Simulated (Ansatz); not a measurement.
# SrTiO3 (Tausonite): spin-orbit coupling beyond the local functionals

Wanted: gaps of SrTiO3 (Tausonite) with and without spin-orbit coupling, with cost.

Program: Ansatz 0.2.0. Level of theory: density functionals with and without spin-orbit coupling, plane waves, PAW. Results are calculated unless marked as measured.

**The experiments to reproduce.**

- Gap 3.77 eV: direct gap (M0 critical point); spectroscopic ellipsometry, second-derivative fit; 300 K; bulk crystal (commercial single crystal) (“Optical probe of ferroelectric order in bulk and thin film perovskite titanates”, 2013, arxiv:1309.1245).

In doubt: the elements are of a kind flagged for part-filled d or f shells, though by formal charges that shell is empty here, so the flag may not apply.

## Step 1: Starting point

It takes space group Pm-3m (No. 221, cubic). Conventional cell: a = 3.905 Å, b = 3.905 Å, c = 3.905 Å, α = 90.00°, β = 90.00°, γ = 90.00°. Sr has 12 O at 2.76 Å nearest. Ti has 6 O at 1.95 Å nearest. Nearest to O lie 2 Ti at 1.95 Å and 4 Sr at 2.76 Å. Farther neighbours and most contacts between anions are not listed.

The cell and positions come from the Crystallography Open Database and are kept as given unless a step says otherwise. The default PAW set here is soft_2. Its files were made with PBE.

## Step 2: HSE06, 4×4×4 mesh

This step: DFT, HSE06, plane waves, PAW.

Input file input.yaml:

```yaml
crystal:
  lattice:
    - [3.90528, 0.0, 0.0]
    - [0.0, 3.90528, 0.0]
    - [0.0, 0.0, 3.90528]
  atoms:
    - { symbol: Sr, position: [0.5, 0.5, 0.5] }
    - { symbol: Ti, position: [0.0, 0.0, 0.0] }
    - { symbol: O, position: [0.5, 0.0, 0.0] }
    - { symbol: O, position: [0.0, 0.5, 0.0] }
    - { symbol: O, position: [0.0, 0.0, 0.5] }
kpoints:
  mp_grid: { grid: [4, 4, 4] }
  band_path:
    path: [[0.0, 0.0, 0.0], [0.0, 0.5, 0.0], [0.5, 0.5, 0.0], [0.5, 0.5, 0.5]]
    npoints: 1
hamiltonian:
  xc: hse06
scf:
  occupations: { method: fixed }
  n_extra_bands: 5
output:
  eigenvalues: true
  write_density: true
  write_potential: true
  elf: true
  volumetric_format: npy
```

Launch:

```bash
$ ansatz run input.yaml --threads 3 --pin off --max-ram 92160MiB --backend cuda --events-out ev --progress --plain --runs-dir out --devices 1 --max-vram 13GiB  # rebuilt from the run's record
```

Numbers of over 12 decimals in the logs are rounded to 6 here.

What it wrote:

```text
scf.n_extra_bands = 5 over 20 filled bands (N_el = 40.0): the run solves 25 bands
GPUs: using 1 of 1 available (devices: 1).
Engine: ansatz 0.2.0, x86_64-unknown-linux-gnu
Pseudopotentials: kind: paw
Pseudopotential: Sr, paw, valence charge 10, recommended cutoff 420 eV (normal), Sr.paw.azcp
Pseudopotential: Ti, paw, valence charge 12, recommended cutoff 420 eV (normal), Ti.paw.azcp
Pseudopotential: O, paw, valence charge 6, recommended cutoff 420 eV (normal), O.paw.azcp
Functional definition: HSE06
  parameter a = 0.25
  parameter omega = 0.11/bohr
  exchange = pbe_x - a*pbe_x_sr(omega) + a*exact_x_sr(omega)
  correlation = pbe_c
davidson cushion auto → on  (no smearing: the cushion is to keep the highest requested band from converging to the state above it; pin scf.eigensolver.cushion to override)
device memory: the entry about to start is reckoned to put 0.6 GiB on a device that reports 37.6 GiB free (of which the cap on the GPU budget leaves the run 13.0 GiB)
GPU FFT provider: cuFFT
GPU libraries: cuBLAS 13.8.2, cuFFT 12.4.0, cuSOLVER 12.3.4
Crystal: 5 atoms, lattice volume = 59.560 Å³
Basis set: ecut = 420 eV, 1189 PW (Γ)
Bands: 25, of which v1, the nominal top of the filled ones, is band 20 counted from 1 (19 counted from 0)
Symmetry: 48 space group operations
Space group: Pm-3m (ITA 221), of the structure as read, at distance tolerance 3.9e-5 Å
k-points: 10 of 64
Non-local potential: Sr, projectors of the file, l = 0: 3, l = 1: 2, l = 2: 2
Non-local potential: Ti, projectors of the file, l = 0: 3, l = 1: 2, l = 2: 3, l = 3: 1
Non-local potential: O, projectors of the file, l = 0: 2, l = 1: 2, l = 2: 1
PAW form: soft (Blöchl's): semilocal exchange-correlation on the pseudo side does not see the compensation charge
PAW frozen core: Sr, regenerated for the run's functional, and the local potential with it (the file was generated under x = pbe(κ = 0.804, μ = 0.219515), c = pbe(β = 0.066725))
PAW frozen core: Ti, regenerated for the run's functional, and the local potential with it (the file was generated under x = pbe(κ = 0.804, μ = 0.219515), c = pbe(β = 0.066725))
PAW frozen core: O, regenerated for the run's functional, and the local potential with it (the file was generated under x = pbe(κ = 0.804, μ = 0.219515), c = pbe(β = 0.066725))
PAW one-centre angular grid: Sr, 110 points (default); XC on 64 Gauss nodes
PAW one-centre angular grid: Ti, 590 points (default); XC on 64 Gauss nodes
PAW one-centre angular grid: O, 110 points (default); XC on 96 Gauss nodes
Initial density: superposition of atomic densities (neutral atoms: chi_scale 0, normalization atom), corrected by the library's trained network
Initial wavefunctions: pseudopotential atomic-orbital guess
GPU buffer pool allocated for 19683 grid points (all kernels)
[...]
Exchange kernel: α = 0.2500, screened, ω = 0.2079 Å⁻¹, Wigner–Seitz truncation, v(0) = 1032.4769 eV·Å³, q-mesh 4×4×4, nearest image of the exchange supercell L = 15.62 Å, pair-density grid 20×20×20, without the augmentation charges, whose exchange is taken in its separable form by FFT convolution over the k-point mesh (sized by the pseudopotential files, 27×27×27 at the most), smooth part of the exact exchange by density-matrix convolution in up to 1.80 GiB of GPU memory as planned if the GPU has room (build and FFT work areas not counted)
Frozen-core exchange: fock
SCF iter   1: F=—  HF=-7756.183196 eV  |F-HF|=—  |Δ(HF+E_count)|=         —  Δρ=6.35e-5  dr2=9.78e-7  ethr=1.72e-6  ⟨swp⟩=3.0  Hψ=584  notcnv=0
preconditioner: auto → none  [insulator: Δε(μ)=3.325 eV  Ē_g=14.443 eV  n_scr=18 (ndim 8)  ℏωp=26.4 eV  f_vac=0.001]
SCF iter   2: F=—  HF=-7756.183198 eV  |F-HF|=—  |Δ(HF+E_count)|=   2.82e-6  Δρ=4.58e-5  dr2=5.90e-7  ethr=1.89e-9  ⟨swp⟩=4.4  Hψ=937  notcnv=0
iter 3 solved again at ethr=1.06e-10 eV; its pass at ethr=1.44e-9 eV (dr2=4.25e-8 eV) is discarded
SCF iter   3: F=-7756.183198 eV  HF=-7756.183198 eV  |F-HF|=3.14e-9  |Δ(HF+E_count)|=   8.96e-8  Δρ=1.59e-5  dr2=4.73e-8  ethr=1.06e-10  ⟨swp⟩=2.3  Hψ=1151  notcnv=0
SCF 3 converged in 3 iterations: F = -7756.183198 eV  dr2 = 4.73e-8
hybrid outer 2: dexx = +2.119e-6 eV, tail = 1.46e-7 eV, Δε = 8.66e-3 eV (about 3.49e-4 eV left of the loop's levels)
device memory: the entry about to start is reckoned to put 0.4 GiB on a device that reports 47.4 GiB free (of which the cap on the GPU budget leaves the run 13.0 GiB)
NSCF: frozen V_eff on 4 k-points
hybrid SCF converged: 2 outer / 9 inner (+2 warm-up), last move |dexx| = 2.12e-6 eV, tail = 1.46e-7 eV
Stability not checked: this state was not tested for a lower state beside it, because the functional holds exact exchange (a hybrid, or Hartree-Fock), whose exchange loop this test does not read (fock_operator; see scf.lower_state_search)
Free energy (F): -7756.183198 eV
Frozen-core exchange: fock
Harris-Foulkes:  -7756.183198 eV  (|F-HF|=3.14e-9)
Internal energy: -7756.183198 eV  (E = F + TS)
E sigma→0 (E₀):  -7756.183198 eV
Fermi energy:    8.970725 eV
--- Per-component energies (eV) ---
  E_band       = -291.458049
  E_kinetic    = 1050.355284
  E_local      = -2371.636521  (includes V_loc(G=0)·N_el)
  E_nonlocal   = 340.805825
  E_hartree    = 827.431497
  E_xc         = -398.359644
  E_vxc        = -456.300063  (∫ρ·V_xc dr)
  E_exx        = -121.773123  (= α·E_x^exact, valence–valence)
  E_paw        = -4191.295156  (= ΣΔE_a)
  E_vpaw       = -266.006217  (= ΣTr[D̂ρ^β])
  E_aug_tail   = 0.007512  (compensation charges beyond the density's cutoff)
  E_ewald      = -2891.094941
  E_core_change = -0.623933  (= ΣΔE_core)
  E_smearing   = -0.000000  (= −TS)
  E_closure    = -0.000000  (closes the sum)
  Σ components = -7756.183198   (vs F -7756.183198, Δ=-9.09e-13)
--- Band table (eV; the first three rows and the last of 10) ---
  k-point 0: bands = [... 16 lower, 7.7041, 8.5939, 8.5939, 8.5939, 12.2954, 12.2954, 12.2954, 14.7207, ... 1 higher]
  k-point 1: bands = [... 16 lower, 7.1930, 7.2738, 8.3317, 8.3317, 12.3853, 13.4217, 13.4217, 14.7322, ... 1 higher]
  k-point 2: bands = [... 16 lower, 6.4700, 6.8980, 8.1761, 8.1761, 12.4800, 14.4114, 14.4114, 14.7393, ... 1 higher]
  k-point 9: bands = [... 16 lower, 4.9469, 8.9707, 8.9707, 8.9707, 15.2307, 15.2307, 15.2307, 17.6521, ... 1 higher]
```

It took 20 s on 1 × NVIDIA H100 80GB HBM3 (shared by 6 runs) with 3 threads of AMD EPYC 7R13 (Zen 3), shared host; peak memory 1.1 GiB; 12 s of CPU time.

In the SCF lines HF is the Harris–Foulkes energy and dr2 the Hartree energy of the density residual, in eV; the loop may stop once dr2 is under the threshold and the program's other checks hold. Hψ counts applications of the Hamiltonian.

This step gave:

| Property | Result |
| --- | --- |
| gap | 3.325 eV |
| valence top at | R |
| conduction bottom at | Γ |
| least direct gap | 3.702 eV |
| exact-exchange fraction | 0.25 |

The gap is indirect, with the least direct gap 0.38 eV higher.

## Step 3: HSE06+SOC, 4×4×4 mesh

The many-body steps leave out spin-orbit coupling, so its effect is taken from a two-component run, with twice the bands.

This step: DFT, HSE06 with spin-orbit coupling, plane waves, PAW.

input.yaml: that of step 2 with these lines changed.

```diff
@@ -20,8 +20,7 @@
   occupations: { method: fixed }
-  n_extra_bands: 5
+  n_extra_bands: 10
+magnetization:
+  noncollinear: true
+  spin_orbit: true
 output:
   eigenvalues: true
-  write_density: true
-  write_potential: true
-  elf: true
-  volumetric_format: npy
```

What it wrote:

```text
[...]
GPUs: using 1 of 1 available (devices: 1).
[...]
non-collinear run that drives no moment, with spin-orbit: no starting moment large enough to seed its density (crystal.atoms[].spin), no starting occupations that ask for one, no magnetisation constraint and no magnetic field, so the semilocal B_xc is pinned to zero
[...]
GPU FFT provider: cuFFT
GPU libraries: cuBLAS 13.8.2, cuFFT 12.4.0, cuSOLVER 12.3.4
Crystal: 5 atoms, lattice volume = 59.560 Å³
Basis set: ecut = 420 eV, 1189 PW (Γ)
Bands: 50, of which v1, the nominal top of the filled ones, is band 40 counted from 1 (39 counted from 0)
Symmetry: 48 space group operations + 48 with time reversal
[...]
k-points: 10 of 64
Projection manifold: j_resolved (fully-relativistic pseudo-atomic orbitals)
[...]
GPU buffer pool allocated for 19683 grid points (all kernels)
[...]
SCF iter   1: F=—  HF=-7755.161935 eV  |F-HF|=—  |Δ(HF+E_count)|=         —  Δρ=4.83e-2  dr2=1.29e0  dr2_m=0.00e0 (ungated)  ethr=1.00e-1  |M|=0.00e0 ∫|m|=0.00e0 μB  |m|>n=0.0e0 m-floor=0.0e0 τ_xc=0.0e0  β_m=0.30  ⟨swp⟩=3.6  Hψ=1806  notcnv=0
[...]
SCF iter   6: F=-7755.141968 eV  HF=-7755.141970 eV  |F-HF|=2.63e-6  |Δ(HF+E_count)|=   6.38e-4  Δρ=2.88e-4  dr2=3.18e-5  dr2_m=0.00e0 (ungated)  ethr=6.22e-6  |M|=0.00e0 ∫|m|=0.00e0 μB  |m|>n=0.0e0 m-floor=0.0e0 τ_xc=0.0e0  ⟨swp⟩=3.3  Hψ=1316  notcnv=0
SCF 1 stopped early in 6 iterations: F = -7755.141968 eV  dr2 = 3.18e-5
[...]
GPU FFT provider: cuFFT
GPU libraries: cuBLAS 13.8.2, cuFFT 12.4.0, cuSOLVER 12.3.4
Projection manifold: j_resolved (fully-relativistic pseudo-atomic orbitals)
[...]
GPU buffer pool allocated for 19683 grid points (all kernels)
[...]
Frozen-core exchange: fock
SCF iter   1: F=—  HF=-7755.348952 eV  |F-HF|=—  |Δ(HF+E_count)|=         —  Δρ=2.76e-2  dr2=6.75e-1  dr2_m=0.00e0 (ungated)  ethr=7.96e-7  |M|=0.00e0 ∫|m|=0.00e0 μB  |m|>n=0.0e0 m-floor=0.0e0 τ_xc=0.0e0  β_m=0.30  ⟨swp⟩=8.4  Hψ=2874  notcnv=0
[...]
SCF iter   6: F=-7755.195644 eV  HF=-7755.195648 eV  |F-HF|=4.20e-6  |Δ(HF+E_count)|=   1.45e-4  Δρ=2.82e-4  dr2=2.25e-5  dr2_m=0.00e0 (ungated)  ethr=7.96e-7  |M|=0.00e0 ∫|m|=0.00e0 μB  |m|>n=0.0e0 m-floor=0.0e0 τ_xc=0.0e0  ⟨swp⟩=3.0  Hψ=1224  notcnv=0
SCF 2 stopped early in 6 iterations: F = -7755.195644 eV  dr2 = 2.25e-5
[...]
hybrid outer 1: dexx = +2.939e-2 eV, tail = 1.40e-4 eV
GPU FFT provider: cuFFT
GPU libraries: cuBLAS 13.8.2, cuFFT 12.4.0, cuSOLVER 12.3.4
Projection manifold: j_resolved (fully-relativistic pseudo-atomic orbitals)
GPU buffer pool allocated for 19683 grid points (all kernels)
[...]
Frozen-core exchange: fock
SCF iter   1: F=—  HF=-7755.194787 eV  |F-HF|=—  |Δ(HF+E_count)|=         —  Δρ=1.47e-4  dr2=6.00e-6  dr2_m=0.00e0 (ungated)  ethr=1.75e-6  |M|=0.00e0 ∫|m|=0.00e0 μB  |m|>n=0.0e0 m-floor=0.0e0 τ_xc=0.0e0  β_m=0.30  ⟨swp⟩=3.0  Hψ=1176  notcnv=0
[...]
SCF iter   5: F=-7755.194792 eV  HF=-7755.194792 eV  |F-HF|=3.87e-9  |Δ(HF+E_count)|=   5.37e-8  Δρ=4.40e-6  dr2=2.40e-8  dr2_m=0.00e0 (ungated)  ethr=1.29e-11  |M|=0.00e0 ∫|m|=0.00e0 μB  |m|>n=0.0e0 m-floor=0.0e0 τ_xc=0.0e0  ⟨swp⟩=3.5  Hψ=2504  notcnv=0
SCF 3 converged in 5 iterations: F = -7755.194792 eV  dr2 = 2.40e-8
[...]
NSCF: frozen V_eff on 4 k-points
[...]
Magnetization: |M| = 0.0000 μB,  M = (+0.0000, +0.0000, +0.0000) μB
Absolute magnetization: 0.0000 μB (∫|m|)
  site 0: m = (+0.0000, +0.0000, +0.0000) μB, |m| = 0.0000 μB  (R = 1.14 Å)
  site 1: m = (+0.0000, +0.0000, +0.0000) μB, |m| = 0.0000 μB  (R = 0.81 Å)
  site 2: m = (+0.0000, +0.0000, +0.0000) μB, |m| = 0.0000 μB  (R = 0.81 Å)
  site 3: m = (+0.0000, +0.0000, +0.0000) μB, |m| = 0.0000 μB  (R = 0.81 Å)
  site 4: m = (+0.0000, +0.0000, +0.0000) μB, |m| = 0.0000 μB  (R = 0.81 Å)
Free energy (F): -7755.194791 eV
Frozen-core exchange: fock
[...]
Internal energy: -7755.194791 eV  (E = F + TS)
E sigma→0 (E₀):  -7755.194791 eV
Fermi energy:    8.978373 eV
[...]
--- Band table (eV; the first three rows and the last of 10) ---
  k-point 0: bands = [... 36 lower, 8.6193, 8.6193, 8.6193, 8.6193, 12.2862, 12.2862, 12.2862, 12.2862, ... 6 higher]
  k-point 1: bands = [... 36 lower, 8.3093, 8.3093, 8.3556, 8.3556, 12.3852, 12.3852, 13.4109, 13.4109, ... 6 higher]
  k-point 2: bands = [... 36 lower, 8.1556, 8.1556, 8.1976, 8.1976, 12.4799, 12.4799, 14.3987, 14.3987, ... 6 higher]
  k-point 9: bands = [... 36 lower, 8.9784, 8.9784, 8.9784, 8.9784, 15.2217, 15.2217, 15.2217, 15.2217, ... 6 higher]
```

The job ended after 35 s (1 × NVIDIA H100 80GB HBM3 (shared by 6 runs) with 3 threads; peak memory 1.5 GiB; 56 s of CPU time).

Numbers from this step:

```yaml
gap: 3.308 eV
valence_top_at: R
conduction_bottom_at: Γ
least_direct_gap: 3.667 eV
exact_exchange_fraction: 0.25
```

The gap stands −0.02 eV against HSE06.

## Step 4: Together

Times are wall times on 1 × NVIDIA H100 80GB HBM3 (shared by 6 runs) with 3 threads of AMD EPYC 7R13 (Zen 3), shared host, good to a factor of about two.

| level | gap (eV) | with coupling (eV) | change (eV) | time | with coupling |
| --- | --- | --- | --- | --- | --- |
| HSE06 | 3.32 | 3.31 | −0.02 | 20 s | 35 s |

## Step 5: What came out

```json
{
 "HSE06": "3.32 eV",
 "HSE06+SOC": "3.31 eV"
}
```

Spin-orbit coupling changes the gap by −0.02 eV and the least direct gap by −0.03 eV. Against experiment, by HSE06+SOC: the direct gap of 3.67 eV lies −0.10 eV from the measured 3.77 eV (direct, 300 K, 2013). An exciton line or allowed optical edge lies below the quasiparticle gap by the binding energy; a forbidden edge can push the onset above it. The lattice is static and excitons are left out.

[Paths, hosts, dates, memory and timing lines, banners, echoed tables and standing remarks are left out of the program output.]

[Logs are printed without paths, hosts, clocks, repeated set-up lines and the standing remarks that a program may print on its own settings, such as how far it seeks lower states.]

[Runs of the session that timed out or met a known fault of the program may be left out.]

[Cells called generated may have been cut or substituted from an entry of the Crystallography Open Database or the Materials Project.]

[Hosts, paths, dates, database ids (printed as entryN), source tags and the programs' standing remarks are cut or masked in the printed files.]
